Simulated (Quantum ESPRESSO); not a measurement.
# MnCuAs: orders under a distortion at fixed volume

Aim: follow moments and order energies of MnCuAs with a distortion at fixed volume.

Method: PBE; plane waves with GBRV 1.5 PBE potentials, no spin-orbit coupling, in Quantum ESPRESSO 7.5.

**1. Set-up**

It takes space group P4/nmm (No. 129, tetragonal). Conventional cell: a = 3.820 Å, b = 3.820 Å, c = 6.318 Å, α = 90.00°, β = 90.00°, γ = 90.00°. Nearest to Cu lie 4 As at 2.54 Å and 4 Cu at 2.70 Å and 4 Mn at 2.83 Å. Mn has 5 As at 2.55 to 2.73 Å and 4 Cu at 2.83 Å nearest. Nearest to As lie 4 Cu at 2.54 Å and 5 Mn at 2.55 to 2.73 Å. Farther neighbours are not listed.

Structure file:

```cif
data_structure
_symmetry_space_group_name_H-M 'P 1'
_symmetry_Int_Tables_number 1
_cell_length_a 3.8200
_cell_length_b 3.8200
_cell_length_c 6.3180
_cell_angle_alpha 90.000
_cell_angle_beta 90.000
_cell_angle_gamma 90.000
_cell_volume 92.19
loop_
_atom_site_label
_atom_site_type_symbol
_atom_site_fract_x
_atom_site_fract_y
_atom_site_fract_z
_atom_site_occupancy
Cu1 Cu 0.75000 0.25000 0.00000 1
Cu2 Cu 0.25000 0.75000 0.00000 1
Mn3 Mn 0.25000 0.25000 0.67000 1
Mn4 Mn 0.75000 0.75000 0.33000 1
As5 As 0.25000 0.25000 0.26600 1
As6 As 0.75000 0.75000 0.73400 1
```

The lattice constants were typed from memory of published values and not checked against a source.

**2. Factor along z 0.92, ferro ++**

Lengths along Cartesian z scale by the factor and those normal to it by its inverse root. Atoms keep their fractional places. Seeded atoms are those given a starting moment.

pw.in

```
&CONTROL
  calculation = 'scf'
  prefix = 'pwscf'
  outdir = './tmp'
  pseudo_dir = './pseudo'
  disk_io = 'nowf'
  tprnfor = .true.
  tstress = .true.
/
&SYSTEM
  ibrav = 0
  celldm(1) = 8
  nat = 6
  ntyp = 3
  ecutwfc = 40
  ecutrho = 280
  nbnd = 54
  occupations = 'smearing'
  smearing = 'fd'
  degauss = 0.00367493
  nspin = 2
  starting_magnetization(1) = 0
  starting_magnetization(2) = 0.2333
  starting_magnetization(3) = 0
/
&ELECTRONS
  conv_thr = 1.2d-08
  electron_maxstep = 150
  mixing_beta = 0.3
/
ATOMIC_SPECIES
Cu     63.5460 cu_pbe_v1.2.uspp.F.UPF
Mn     54.9380 mn_pbe_v1.5.uspp.F.UPF
As     74.9216 as_pbe_v1.uspp.F.UPF
CELL_PARAMETERS alat
   0.9407588862562    0.0000000000000    0.0000000000000
   0.0000000000000    0.9407588862562    0.0000000000000
   0.0000000000000    0.0000000000000    1.3730183103693
ATOMIC_POSITIONS crystal
Cu      0.7500000000    0.2500000000    0.0000000000
Cu      0.2500000000    0.7500000000    0.0000000000
Mn      0.2500000000    0.2500000000    0.6700000000
Mn      0.7500000000    0.7500000000    0.3300000000
As      0.2500000000    0.2500000000    0.2660000000
As      0.7500000000    0.7500000000    0.7340000000
K_POINTS automatic
8 8 8 0 0 0
```

Run with:

```
OMP_NUM_THREADS=1 mpirun -n 4 pw.x -nk 4 -in pw.in > pw.out
```

The log of the run:

```text
Program PWSCF v.7.5 starts

     Message from routine setup:
     using ibrav=0 with symmetry is DISCOURAGED, use correct ibrav instead

     K-points division:     npool     =       4
     Subspace diagonalization in iterative solution of the eigenvalue problem:

     bravais-lattice index     =            0
     lattice parameter (alat)  =       8.0000  a.u.
     unit-cell volume          =     622.1612 (a.u.)^3
     number of atoms/cell      =            6
     number of atomic types    =            3
     number of electrons       =        78.00
     number of Kohn-Sham states=           54
     kinetic-energy cutoff     =      40.0000  Ry
     charge density cutoff     =     280.0000  Ry
     scf convergence threshold =      1.2E-08
     mixing beta               =       0.3000
     number of iterations used =            8  plain     mixing
     Exchange-correlation= SLA  PW   PBE  PBE
                           (   1   4   3   4   0   0   0)

     celldm(1)=   8.000000  celldm(2)=   0.000000  celldm(3)=   0.000000
     celldm(4)=   0.000000  celldm(5)=   0.000000  celldm(6)=   0.000000

     crystal axes: (cart. coord. in units of alat)
               a(1) = (   0.940759   0.000000   0.000000 )
               a(2) = (   0.000000   0.940759   0.000000 )
               a(3) = (   0.000000   0.000000   1.373018 )

     reciprocal axes: (cart. coord. in units 2 pi/alat)
               b(1) = (  1.062972  0.000000  0.000000 )
               b(2) = (  0.000000  1.062972  0.000000 )
               b(3) = (  0.000000  0.000000  0.728322 )

     PseudoPot. # 1 for Cu read from file:
     cu_pbe_v1.2.uspp.F.UPF
     Pseudo is Ultrasoft + core correction, Zval = 19.0

     PseudoPot. # 2 for Mn read from file:
     mn_pbe_v1.5.uspp.F.UPF
     Pseudo is Ultrasoft + core correction, Zval = 15.0

     PseudoPot. # 3 for As read from file:
     as_pbe_v1.uspp.F.UPF
     Pseudo is Ultrasoft + core correction, Zval =  5.0

     atomic species   valence    mass     pseudopotential
     Cu               19.00    63.54600     Cu( 1.00)
     Mn               15.00    54.93800     Mn( 1.00)
     As                5.00    74.92160     As( 1.00)

     Starting magnetic structure
     atomic species   magnetization
     Cu              0.000
     Mn              0.233
     As              0.000

     16 Sym. Ops., with inversion, found (12 have fractional translation)

   Cartesian axes

     site n.     atom                  positions (alat units)
         1        Cu     tau(   1) = (   0.7055692   0.2351897   0.0000000  )
         2        Cu     tau(   2) = (   0.2351897   0.7055692   0.0000000  )
         3        Mn     tau(   3) = (   0.2351897   0.2351897   0.9199223  )
         4        Mn     tau(   4) = (   0.7055692   0.7055692   0.4530960  )
         5        As     tau(   5) = (   0.2351897   0.2351897   0.3652229  )
         6        As     tau(   6) = (   0.7055692   0.7055692   1.0077954  )

     number of k points=    75  Fermi-Dirac smearing, width (Ry)=  0.0037
                       cart. coord. in units 2pi/alat
        k(    1) = (   0.0000000   0.0000000   0.0000000), wk =   0.0019531
        k(    2) = (   0.0000000   0.0000000   0.0910403), wk =   0.0039062
        k(    3) = (   0.0000000   0.0000000   0.1820806), wk =   0.0039062
        k(    4) = (   0.0000000   0.0000000   0.2731209), wk =   0.0039062
        k(    5) = (   0.0000000   0.0000000  -0.3641612), wk =   0.0019531
        [... 70 further k-points ...]

     Dense  grid:    49243 G-vectors     FFT dimensions: (  48,  48,  60)

     Smooth grid:    21281 G-vectors     FFT dimensions: (  32,  32,  45)

     Check: negative core charge=   -0.000024
     Generating pointlists ...
     new r_m :   0.2457 (alat units)  1.9652 (a.u.) for type    1
     new r_m :   0.2288 (alat units)  1.8305 (a.u.) for type    2
     new r_m :   0.2288 (alat units)  1.8305 (a.u.) for type    3

     Initial potential from superposition of free atoms

     starting charge      74.9993, renormalised to      78.0000
     Starting wfcs are   60 randomized atomic wfcs

     Self-consistent Calculation

     iteration #  1     ecut=    40.00 Ry     beta= 0.30
     Davidson diagonalization with overlap
     ethr =  1.00E-02,  avg # of iterations =  3.3

     total energy              =   -1306.11881768 Ry
     estimated scf accuracy    <      13.28633686 Ry

     total magnetization       =     4.01 Bohr mag/cell
     absolute magnetization    =     4.27 Bohr mag/cell

     iteration #  2     ecut=    40.00 Ry     beta= 0.30
     Davidson diagonalization with overlap
     ethr =  1.00E-02,  avg # of iterations =  3.0

     total energy              =   -1305.14846287 Ry
     estimated scf accuracy    <      56.96463839 Ry

     total magnetization       =     0.60 Bohr mag/cell
     absolute magnetization    =     0.66 Bohr mag/cell

     [... further iterations left out ...]

     iteration # 14     ecut=    40.00 Ry     beta= 0.30
     Davidson diagonalization with overlap
     ethr =  1.20E-10,  avg # of iterations =  5.7

     negative rho (up, down):  0.000E+00 2.469E-04

     total energy              =   -1310.49804596 Ry
     estimated scf accuracy    <       0.00000006 Ry

     total magnetization       =     8.05 Bohr mag/cell
     absolute magnetization    =     8.28 Bohr mag/cell

     iteration # 15     ecut=    40.00 Ry     beta= 0.30
     Davidson diagonalization with overlap
     ethr =  7.43E-11,  avg # of iterations =  1.8

     negative rho (up, down):  0.000E+00 2.472E-04

     Magnetic moment per site  (integrated on atomic sphere of radius R)
     atom   1 (R=0.246)  charge= 17.7343  magn=  0.0701
     atom   2 (R=0.246)  charge= 17.7343  magn=  0.0701
     atom   3 (R=0.229)  charge= 12.8870  magn=  3.5591
     atom   4 (R=0.229)  charge= 12.8870  magn=  3.5591
     atom   5 (R=0.229)  charge=  2.4437  magn= -0.0039
     atom   6 (R=0.229)  charge=  2.4437  magn= -0.0039

     End of self-consistent calculation

     Number of k-points >= 100: set verbosity='high' to print the bands.

     the Fermi energy is    12.8955 ev

!    total energy              =   -1310.49804599 Ry
     estimated scf accuracy    <       0.00000001 Ry
     smearing contrib. (-TS)   =      -0.00211088 Ry
     internal energy E=F+TS    =   -1310.49593511 Ry

     The total energy is F=E-TS. E is the sum of the following terms:
     one-electron contribution =    -979.52670118 Ry
     hartree contribution      =     525.34632650 Ry
     xc contribution           =    -194.33069826 Ry
     ewald contribution        =    -661.98486216 Ry

     total magnetization       =     8.05 Bohr mag/cell
     absolute magnetization    =     8.28 Bohr mag/cell

     convergence has been achieved in  15 iterations

     negative rho (up, down):  0.000E+00 2.472E-04

     Forces acting on atoms (cartesian axes, Ry/au):

     atom    1 type  1   force =     0.00000000    0.00000000    0.00000000
     atom    2 type  1   force =     0.00000000    0.00000000    0.00000000
     atom    3 type  2   force =     0.00000000    0.00000000    0.04086277
     atom    4 type  2   force =     0.00000000    0.00000000   -0.04086277
     atom    5 type  3   force =     0.00000000    0.00000000   -0.01990881
     atom    6 type  3   force =     0.00000000    0.00000000    0.01990881

     Total force =     0.064283     Total SCF correction =     0.000198

     Computing stress (Cartesian axis) and pressure

     negative rho (up, down):  0.000E+00 2.472E-04
          total   stress  (Ry/bohr**3)                   (kbar)     P=        9.21
  -0.00026521   0.00000000   0.00000000          -39.01        0.00        0.00
   0.00000000  -0.00026521   0.00000000            0.00      -39.01        0.00
   0.00000000   0.00000000   0.00071830            0.00        0.00      105.67

=------------------------------------------------------------------------------=
   JOB DONE.
=------------------------------------------------------------------------------=
```

Run time: 3.9 min. Hardware: 4 MPI ranks of Arm Neoverse N1, shared host; peak memory 0.77 GiB.

Spin moment in the atom's sphere by atom:

| atom | spin moment in the atom's sphere (μB) |
| --- | --- |
| Cu1 | 0.07 |
| Cu2 | 0.07 |
| Mn3 | 3.56 |
| Mn4 | 3.56 |
| As5 | 0.00 |
| As6 | 0.00 |

Numbers from this step:

- smearing term TS: 0.02872 eV
- pressure: 0.9213 GPa
- magnetization: 8.046 μB
- absolute magnetization: 8.285 μB
- final state: ferromagnetic

**3. Factor along z 0.92, antiferro +-**

Changes to pw.in since step 2:

```diff
@@ -13,6 +13,6 @@
   nat = 6
-  ntyp = 3
+  ntyp = 4
   ecutwfc = 40
   ecutrho = 280
-  nbnd = 54
+  nbnd = 50
   occupations = 'smearing'
@@ -23,3 +23,4 @@
   starting_magnetization(2) = 0.2333
-  starting_magnetization(3) = 0
+  starting_magnetization(3) = -0.2333
+  starting_magnetization(4) = 0
 /
@@ -32,3 +33,4 @@
 Cu     63.5460 cu_pbe_v1.2.uspp.F.UPF
-Mn     54.9380 mn_pbe_v1.5.uspp.F.UPF
+Mn1    54.9380 mn_pbe_v1.5.uspp.F.UPF
+Mn2    54.9380 mn_pbe_v1.5.uspp.F.UPF
 As     74.9216 as_pbe_v1.uspp.F.UPF
@@ -41,4 +43,4 @@
 Cu      0.2500000000    0.7500000000    0.0000000000
-Mn      0.2500000000    0.2500000000    0.6700000000
-Mn      0.7500000000    0.7500000000    0.3300000000
+Mn1     0.2500000000    0.2500000000    0.6700000000
+Mn2     0.7500000000    0.7500000000    0.3300000000
 As      0.2500000000    0.2500000000    0.2660000000
```

The log of the run:

```text
     [... lines left out ...]
Program PWSCF v.7.5 starts
     [... lines left out ...]
     number of atoms/cell      =            6
     [... lines left out ...]
     number of electrons       =        78.00
     number of Kohn-Sham states=           50
     kinetic-energy cutoff     =      40.0000  Ry
     charge density cutoff     =     280.0000  Ry
     scf convergence threshold =      1.2E-08
     [... lines left out ...]
      8 Sym. Ops. (no inversion) found ( 6 have fractional translation)
     [... lines left out ...]
     number of k points=    75  Fermi-Dirac smearing, width (Ry)=  0.0037
     [... lines left out ...]
     iteration # 16     ecut=    40.00 Ry     beta= 0.30
     [... lines left out ...]
     Magnetic moment per site  (integrated on atomic sphere of radius R)
     atom   1 (R=0.246)  charge= 17.7328  magn= -0.0000
     atom   2 (R=0.246)  charge= 17.7328  magn= -0.0000
     atom   3 (R=0.229)  charge= 12.8771  magn=  3.5470
     atom   4 (R=0.229)  charge= 12.8772  magn= -3.5469
     atom   5 (R=0.229)  charge=  2.4511  magn= -0.0192
     atom   6 (R=0.229)  charge=  2.4511  magn=  0.0191
     [... lines left out ...]
     the Fermi energy is    12.9947 ev
!    total energy              =   -1310.52073546 Ry
     estimated scf accuracy    <          8.5E-09 Ry
     smearing contrib. (-TS)   =      -0.00072458 Ry
     [... lines left out ...]
     total magnetization       =     0.00 Bohr mag/cell
     absolute magnetization    =     8.22 Bohr mag/cell
     convergence has been achieved in  16 iterations
     [... lines left out ...]
     Total force =     0.038504     Total SCF correction =     0.000228
     [... lines left out ...]
          total   stress  (Ry/bohr**3)                   (kbar)     P=        2.75
     [... lines left out ...]
```

Wall time 3.9 min (4 MPI ranks); peak memory 0.79 GiB; 16 min of CPU time.

Spin moment in the atom's sphere by atom:

```
atom  spin moment in the atom's sphere (μB)
 Cu1                                   0.00
 Cu2                                   0.00
 Mn3                                   3.55
 Mn4                                  -3.55
 As5                                  -0.02
 As6                                   0.02
```

Numbers from this step:

* smearing term TS: 0.009858 eV
* pressure: 0.2749 GPa
* magnetization: 0 μB
* absolute magnetization: 8.218 μB
* final state: antiferromagnetic

(Part 1 of 2 ends here.)

[Logs and program files are shortened in this print: banners, set-up blocks, solver, clock and traceback lines can be left out without a mark of their own.]

[Logs are printed without paths, hosts, clocks, repeated set-up lines and the standing remarks that a program may print on its own settings, such as how far it seeks lower states.]

[Hosts, paths, dates, database ids (printed as entryN), source tags and the programs' standing remarks are cut or masked in the printed files.]

[Where a cell is said to come from a database of computed structures, the database is the Materials Project.]
